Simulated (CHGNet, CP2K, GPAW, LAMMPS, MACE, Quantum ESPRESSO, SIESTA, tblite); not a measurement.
# Running glassy 67P2O5-20BaO-13Al2O3 (mol %) (86 atoms) with CP2K, part 2 of 3

Aim: run glassy 67P2O5-20BaO-13Al2O3 (mol %) (86 atoms) in CP2K and see how near its forces come to a plane-wave reference, and at what cost.

Program: CP2K 2026.2; the method stands at each step. Banners, paths, timers and routine set-up lines are dropped from the logs unmarked, and long logs keep their key lines alone; longer cuts are marked.

So far. Step 2 (PBE, DZVP-MOLOPT-SR, 600/50 Ry, diagonalisation): Forces lie 15 % from the reference's, at 0.22 times its CPU time (on 4 against 2 cores). Step 3 (PBE, DZVP-MOLOPT-SR, 600/50 Ry, TRS4 filter 1e-03, SCF …): Against the first run (15 %), the force difference from the reference is 71 %, at 0.47 times the CPU time (6 SCF steps against 16).

## 4. PBE, TZVP-MOLOPT (SR for Ba, Al), 600/50 Ry, diagonalisation

Method: Kohn-Sham DFT, PBE, GTH-PBE pseudopotentials, Gaussian and plane waves, TZVP-MOLOPT-GTH, diagonalisation.

File input.inp:

```
&GLOBAL
  PROJECT cell
  RUN_TYPE ENERGY_FORCE
  PRINT_LEVEL LOW
&END GLOBAL
&FORCE_EVAL
  METHOD QS
  STRESS_TENSOR ANALYTICAL
  &DFT
    BASIS_SET_FILE_NAME BASIS_MOLOPT
    BASIS_SET_FILE_NAME BASIS_MOLOPT_UCL
    POTENTIAL_FILE_NAME GTH_POTENTIALS
    &MGRID
      CUTOFF 600
      REL_CUTOFF 50
      NGRIDS 5
    &END MGRID
    &QS
      EPS_DEFAULT 1.0E-12
    &END QS
    &SCF
      SCF_GUESS ATOMIC
      EPS_SCF 5.0E-06
      MAX_SCF 200
      ADDED_MOS 14
      &DIAGONALIZATION
        ALGORITHM STANDARD
      &END DIAGONALIZATION
      &SMEAR ON
        METHOD FERMI_DIRAC
        ELECTRONIC_TEMPERATURE [K] 580
      &END SMEAR
      &MIXING
        METHOD BROYDEN_MIXING
        ALPHA 0.3
        NBROYDEN 12
      &END MIXING
      &PRINT
        &RESTART OFF
        &END RESTART
      &END PRINT
    &END SCF
    &XC
      &XC_FUNCTIONAL PBE
      &END XC_FUNCTIONAL
    &END XC
    &PRINT
      &MULLIKEN ON
      &END MULLIKEN
      &HIRSHFELD ON
        SHAPE_FUNCTION DENSITY
      &END HIRSHFELD
      &MO ON
        EIGENVALUES T
        OCCUPATION_NUMBERS T
        MO_INDEX_RANGE 237 260
        &EACH
          QS_SCF 0
        &END EACH
        ADD_LAST NUMERIC
      &END MO
    &END PRINT
  &END DFT
  &SUBSYS
    &CELL
      A 10.71682 0.00000 0.00000
      B 0.00000 10.71682 0.00000
      C 0.00000 0.00000 10.71682
    &END CELL
    &TOPOLOGY
      COORD_FILE_NAME structure.xyz
      COORD_FILE_FORMAT XYZ
    &END TOPOLOGY
    &KIND P
      BASIS_SET TZVP-MOLOPT-GTH-q5
      POTENTIAL GTH-PBE-q5
    &END KIND
    &KIND Ba
      BASIS_SET TZVP-MOLOPT-SR-GTH-q10
      POTENTIAL GTH-PBE-q10
    &END KIND
    &KIND Al
      BASIS_SET TZVP-MOLOPT-SR-GTH-q3
      POTENTIAL GTH-PBE-q3
    &END KIND
    &KIND O
      BASIS_SET TZVP-MOLOPT-GTH-q6
      POTENTIAL GTH-PBE-q6
    &END KIND
  &END SUBSYS
  &PRINT
    &FORCES ON
    &END FORCES
    &STRESS_TENSOR ON
    &END STRESS_TENSOR
  &END PRINT
&END FORCE_EVAL
```

File structure.xyz:

```xyz
86

[... 86 atom lines left out: the same atoms as in the first run ...]
```

Launch:

```console
OMP_NUM_THREADS=1 mpirun -np 4 cp2k.psmp -i input.inp > output.txt
```

Numbers of over 12 decimals in the logs are rounded to 6 here.

The program printed:

```text
CP2K| version string:                                       CP2K version 2026.2
 CP2K| Input file name                                                 input.inp
 GLOBAL| Basis set file name                                        BASIS_MOLOPT
 GLOBAL| Potential file name                                      GTH_POTENTIALS
[... lines left out ...]
 Number of electrons:                                                        496
[... lines left out ...]
  Step     Update method      Time    Convergence         Total energy    Change
[... lines left out ...]
  *** SCF run converged in    19 steps ***
[... lines left out ...]
  Fermi energy:                                                 0.175215
  Total energy:                                             -1165.042960
  Total energy (extrapolated to T->0):                      -1165.042959
[... lines left out ...]
 MO| E(Fermi):            0.175215 a.u.          4.767836 eV
[... lines left out ...]
 ENERGY| Total FORCE_EVAL ( QS ) energy [hartree]          -1165.042961
[... lines left out ...]
 FORCES|      1 -3.97604252E-02  1.74925483E-02  7.25305886E-04   4.34442946E-02
 FORCES|      2  2.00757840E-02  3.37105777E-02 -8.58842901E-03   4.01646768E-02
 FORCES|      3 -7.71336506E-02 -2.61697626E-03 -3.11441405E-02   8.32250329E-02
[...]
FORCES|     85  6.20104667E-04  2.46541010E-02  4.67308660E-04   2.46663253E-02
 FORCES|     86  8.57876377E-03 -1.17266439E-02  2.65854362E-02   3.02967785E-02
 FORCES| Sum    -9.93876375E-03 -2.85356176E-03  1.90687263E-03
 FORCES| Total atomic force                                       1.05146566E-02
 STRESS| Analytical stress tensor [bar]
 STRESS|                        x                   y                   z
 STRESS|      x        2.80144174325E+04   8.71900359709E+02   1.07887141797E+03
 STRESS|      y        8.71900359709E+02   4.12076653719E+04  -4.95109583031E+03
 STRESS|      z        1.07887141797E+03  -4.95109583031E+03   1.06708108699E+04
 STRESS| 1/3 Trace                                             2.66309645581E+04
```

It took 3.6 min on 4 MPI ranks of Arm Neoverse V1, shared host; peak memory 5.1 GiB; 14 min of CPU time.

Numbers from this run, and their distance from the reference:

```
r.m.s. force component                           : 1.28 eV/Å
r.m.s. difference of force components            : 137.1 meV/Å
longest difference of force vectors              : 469.3 meV/Å
force difference over r.m.s. force               : 11.08 %
slope of forces against the reference's          : 1.03
correlation of force components                  : 0.9947
gap (highest filled to lowest empty level) : 1.051 eV
gap difference                                   : -0.2515 eV
pressure                                         : 2.663 GPa
pressure difference                              : -0.3999 GPa
```

Against the first run (15 %), the force difference from the reference is 11 %, at 3.1 times the CPU time, with 1465 basis functions against 1121: the larger basis brings the forces nearer.

The forces add up to 0.54 eV/Å instead of zero, usually a sign of too coarse a grid.

## 5. PBE, DZVP-MOLOPT-SR, 600/50 Ry, TRS4 filter 1e-06, SCF 1e-06

Method: Kohn-Sham DFT, PBE, GTH-PBE pseudopotentials, Gaussian and plane waves, DZVP-MOLOPT-SR-GTH, linear-scaling purification of the density matrix.

File input.inp:

```
&GLOBAL
  PROJECT cell
  RUN_TYPE ENERGY_FORCE
  PRINT_LEVEL LOW
&END GLOBAL
&FORCE_EVAL
  METHOD QS
  STRESS_TENSOR ANALYTICAL
  &DFT
    BASIS_SET_FILE_NAME BASIS_MOLOPT
    POTENTIAL_FILE_NAME GTH_POTENTIALS
    &MGRID
      CUTOFF 600
      REL_CUTOFF 50
      NGRIDS 5
    &END MGRID
    &QS
      EPS_DEFAULT 1.0E-10
      LS_SCF T
    &END QS
    &LS_SCF
      PURIFICATION_METHOD TRS4
      EPS_FILTER 1.0E-06
      EPS_SCF 1.0E-06
      MAX_SCF 60
      S_PRECONDITIONER ATOMIC
      MIXING_FRACTION 0.45
      REPORT_ALL_SPARSITIES F
    &END LS_SCF
    &XC
      &XC_FUNCTIONAL PBE
      &END XC_FUNCTIONAL
    &END XC
    &PRINT
      &MULLIKEN ON
      &END MULLIKEN
    &END PRINT
  &END DFT
  &SUBSYS
    &CELL
      A 10.71682 0.00000 0.00000
      B 0.00000 10.71682 0.00000
      C 0.00000 0.00000 10.71682
    &END CELL
    &TOPOLOGY
      COORD_FILE_NAME structure.xyz
      COORD_FILE_FORMAT XYZ
    &END TOPOLOGY
    &KIND P
      BASIS_SET DZVP-MOLOPT-SR-GTH-q5
      POTENTIAL GTH-PBE-q5
    &END KIND
    &KIND Ba
      BASIS_SET DZVP-MOLOPT-SR-GTH-q10
      POTENTIAL GTH-PBE-q10
    &END KIND
    &KIND Al
      BASIS_SET DZVP-MOLOPT-SR-GTH-q3
      POTENTIAL GTH-PBE-q3
    &END KIND
    &KIND O
      BASIS_SET DZVP-MOLOPT-SR-GTH-q6
      POTENTIAL GTH-PBE-q6
    &END KIND
  &END SUBSYS
  &PRINT
    &FORCES ON
    &END FORCES
    &STRESS_TENSOR ON
    &END STRESS_TENSOR
  &END PRINT
&END FORCE_EVAL
```

structure.xyz is that of step 4.

The program printed:

```text
CP2K| version string:                                       CP2K version 2026.2
 CP2K| Input file name                                                 input.inp
 GLOBAL| Basis set file name                                        BASIS_MOLOPT
 GLOBAL| Potential file name                                      GTH_POTENTIALS
[... lines left out ...]
 Re-scaling the density matrix to get the right number of electrons
[... lines left out ...]
 SCF run converged in    10 steps.
[... lines left out ...]
 ENERGY| Total FORCE_EVAL ( QS ) energy [hartree]          -1164.747967
[... lines left out ...]
 FORCES|      1 -4.69107833E-02  2.00533598E-02 -1.49141459E-03   5.10390355E-02
 FORCES|      2  2.40692731E-02  3.58067150E-02 -6.26030566E-03   4.35963550E-02
 FORCES|      3 -8.08142782E-02 -1.92163953E-04 -3.61941162E-02   8.85494129E-02
[...]
FORCES|     85  1.13648086E-03  2.42803148E-02  5.08457176E-04   2.43122152E-02
 FORCES|     86  8.98554068E-03 -1.20477457E-02  2.77145343E-02   3.15275044E-02
 FORCES| Sum    -9.63650953E-03 -2.84391366E-03  1.70928000E-03
 FORCES| Total atomic force                                       1.01917515E-02
 STRESS| Analytical stress tensor [bar]
 STRESS|                        x                   y                   z
 STRESS|      x        3.75947289413E+04   3.62006276744E+02   7.09661039674E+02
 STRESS|      y        3.62006276744E+02   5.15293044887E+04  -4.90442677756E+03
 STRESS|      z        7.09661039674E+02  -4.90442677756E+03   1.97803094284E+04
 STRESS| 1/3 Trace                                             3.63014476195E+04
```

The job ended after 53 s (4 MPI ranks; peak memory 3 GiB).

Numbers from this run, and their distance from the reference:

```yaml
r_m_s_force_component: 1.365 eV/Å
r_m_s_difference_of_force_components: 215.1 meV/Å
longest_difference_of_force_vectors: 1025 meV/Å
force_difference_over_r_m_s_force: 17.39 %
slope_of_forces_against_the_reference_s: 1.094
correlation_of_force_components: 0.9912
pressure: 3.63 GPa
pressure_difference: 0.5671 GPa
energy_less_the_same_level_run_s: 0.0823 meV/atom
r_m_s_force_difference_from_the_same_level_run: 58.59 meV/Å
```

Against the first run (15 %), the force difference from the reference is 17 %, at 0.76 times the CPU time (10 SCF steps against 16).

The forces add up to 0.52 eV/Å instead of zero, usually a sign of too coarse a grid.

## 6. PBE, DZVP-MOLOPT-SR, 300/50 Ry, diagonalisation

Method: Kohn-Sham DFT, PBE, GTH-PBE pseudopotentials, Gaussian and plane waves, DZVP-MOLOPT-SR-GTH, diagonalisation.

Edit input.inp of step 5 so:

```diff
@@ -12,19 +12,30 @@
     &MGRID
-      CUTOFF 600
+      CUTOFF 300
       REL_CUTOFF 50
-      NGRIDS 5
     &END MGRID
     &QS
-      EPS_DEFAULT 1.0E-10
-      LS_SCF T
+      EPS_DEFAULT 1.0E-12
     &END QS
-    &LS_SCF
-      PURIFICATION_METHOD TRS4
-      EPS_FILTER 1.0E-06
-      EPS_SCF 1.0E-06
-      MAX_SCF 60
-      S_PRECONDITIONER ATOMIC
-      MIXING_FRACTION 0.45
-      REPORT_ALL_SPARSITIES F
-    &END LS_SCF
+    &SCF
+      SCF_GUESS ATOMIC
+      EPS_SCF 5.0E-06
+      MAX_SCF 200
+      ADDED_MOS 14
+      &DIAGONALIZATION
+        ALGORITHM STANDARD
+      &END DIAGONALIZATION
+      &SMEAR ON
+        METHOD FERMI_DIRAC
+        ELECTRONIC_TEMPERATURE [K] 580
+      &END SMEAR
+      &MIXING
+        METHOD BROYDEN_MIXING
+        ALPHA 0.3
+        NBROYDEN 12
+      &END MIXING
+      &PRINT
+        &RESTART OFF
+        &END RESTART
+      &END PRINT
+    &END SCF
     &XC
@@ -36,2 +47,14 @@
       &END MULLIKEN
+      &HIRSHFELD ON
+        SHAPE_FUNCTION DENSITY
+      &END HIRSHFELD
+      &MO ON
+        EIGENVALUES T
+        OCCUPATION_NUMBERS T
+        MO_INDEX_RANGE 237 260
+        &EACH
+          QS_SCF 0
+        &END EACH
+        ADD_LAST NUMERIC
+      &END MO
     &END PRINT
@@ -44,6 +67,6 @@
     &END CELL
-    &TOPOLOGY
-      COORD_FILE_NAME structure.xyz
-      COORD_FILE_FORMAT XYZ
-    &END TOPOLOGY
+    &COORD
+      SCALED
+[... 86 atom lines left out: the same atoms as in the first run ...]
+    &END COORD
     &KIND P
```

Launch:

```console
OMP_NUM_THREADS=2 cp2k.psmp -i input.inp > output.txt
```

The program printed:

```text
CP2K| version string:                                       CP2K version 2026.2
 CP2K| Input file name                                                 input.inp
 GLOBAL| Basis set file name                                        BASIS_MOLOPT
 GLOBAL| Potential file name                                      GTH_POTENTIALS
 GLOBAL| Run type                                                   ENERGY_FORCE
 GLOBAL| Total number of message passing processes                             1
 GLOBAL| Number of threads for this process                                    2
 TOTAL NUMBERS AND MAXIMUM NUMBERS
  Total number of            - Atomic kinds:                                   4
                             - Atoms:                                         86
[... lines left out ...]
                        Smear method:                                FERMI_DIRAC
[... lines left out ...]
 Number of electrons:                                                        496
[... lines left out ...]
  Step     Update method      Time    Convergence         Total energy    Change
[... lines left out ...]
  *** SCF run converged in    16 steps ***
[... lines left out ...]
  Fermi energy:                                                 0.175623
  Total energy:                                             -1164.754748
  Total energy (extrapolated to T->0):                      -1164.754735
[... lines left out ...]
 MO| E(Fermi):            0.175623 a.u.          4.778949 eV
[... lines left out ...]
 !-----------------------------------------------------------------------------!
 !-----------------------------------------------------------------------------!
                           Hirshfeld Charges
  #Atom  Element  Kind  Ref Charge     Population                    Net charge
      1       P      1       5.000          4.506                         0.494
      2       P      1       5.000          4.445                         0.555
      3       P      1       5.000          4.455                         0.545
[...]
85       O      4       6.000          6.348                        -0.348
     86       O      4       6.000          6.178                        -0.178
  Total Charge                                                           -0.000
 !-----------------------------------------------------------------------------!
 ENERGY| Total FORCE_EVAL ( QS ) energy [hartree]          -1164.754693
 FORCES| Atomic forces [hartree/bohr]
 FORCES|   Atom     x               y               z               |f|
 FORCES|      1 -4.52538541E-02  1.87111129E-02 -6.28183575E-04   4.89735814E-02
 FORCES|      2  2.37813272E-02  3.58836996E-02 -7.55974756E-03   4.37074502E-02
 FORCES|      3 -8.07962680E-02 -4.21014505E-04 -3.34520545E-02   8.74485799E-02
[...]
FORCES|     85 -1.42535961E-04  2.31138278E-02 -2.35730997E-03   2.32341616E-02
 FORCES|     86  8.53729602E-03 -1.22960212E-02  2.78280981E-02   3.15987437E-02
 FORCES| Sum     2.88593840E-02 -2.72181192E-02 -1.57856343E-02
 FORCES| Total atomic force                                       4.26951555E-02
 STRESS| Analytical stress tensor [bar]
 STRESS|                        x                   y                   z
 STRESS|      x        3.74075396130E+04   3.22427527227E+02   9.72199020655E+02
 STRESS|      y        3.22427527227E+02   5.13341167796E+04  -5.09352693107E+03
 STRESS|      z        9.72199020655E+02  -5.09352693107E+03   1.94213369886E+04
 STRESS| 1/3 Trace                                             3.60543311270E+04
```

Wall time 1.7 min (2 threads); peak memory 1.7 GiB.

Compared with the plane-wave run:

| Property | Result |
| --- | --- |
| r.m.s. force component | 1.349 eV/Å |
| r.m.s. difference of force components | 199 meV/Å |
| longest difference of force vectors | 773.2 meV/Å |
| force difference over r.m.s. force | 16.09 % |
| slope of forces against the reference's | 1.082 |
| correlation of force components | 0.9919 |
| gap (highest filled to lowest empty level) | 0.7849 eV |
| gap difference | -0.518 eV |
| pressure | 3.605 GPa |
| pressure difference | 0.5424 GPa |
| energy less the same-level run's | -2.046 meV/atom |
| r.m.s. force difference from the same-level run | 108.8 meV/Å |

This is a coarse setting, run to see what it loses.

Against the first run (15 %), the force difference from the reference is 16 %, at 0.66 times the CPU time (on 2 against 4 cores): the grid matters here.

The forces add up to 2.2 eV/Å instead of zero, usually a sign of too coarse a grid.

(Part 2 of 3 ends here.)

[Also dropped from logs without a mark: logging warnings of Python, and SIESTA's first energy breakdown and zero terms.]

[Logs are printed without paths, hosts, clocks, repeated set-up lines and the standing remarks that a program may print on its own settings, such as how far it seeks lower states.]

[Hosts, paths, dates, database ids (printed as entryN), source tags and the programs' standing remarks are cut or masked in the printed files.]
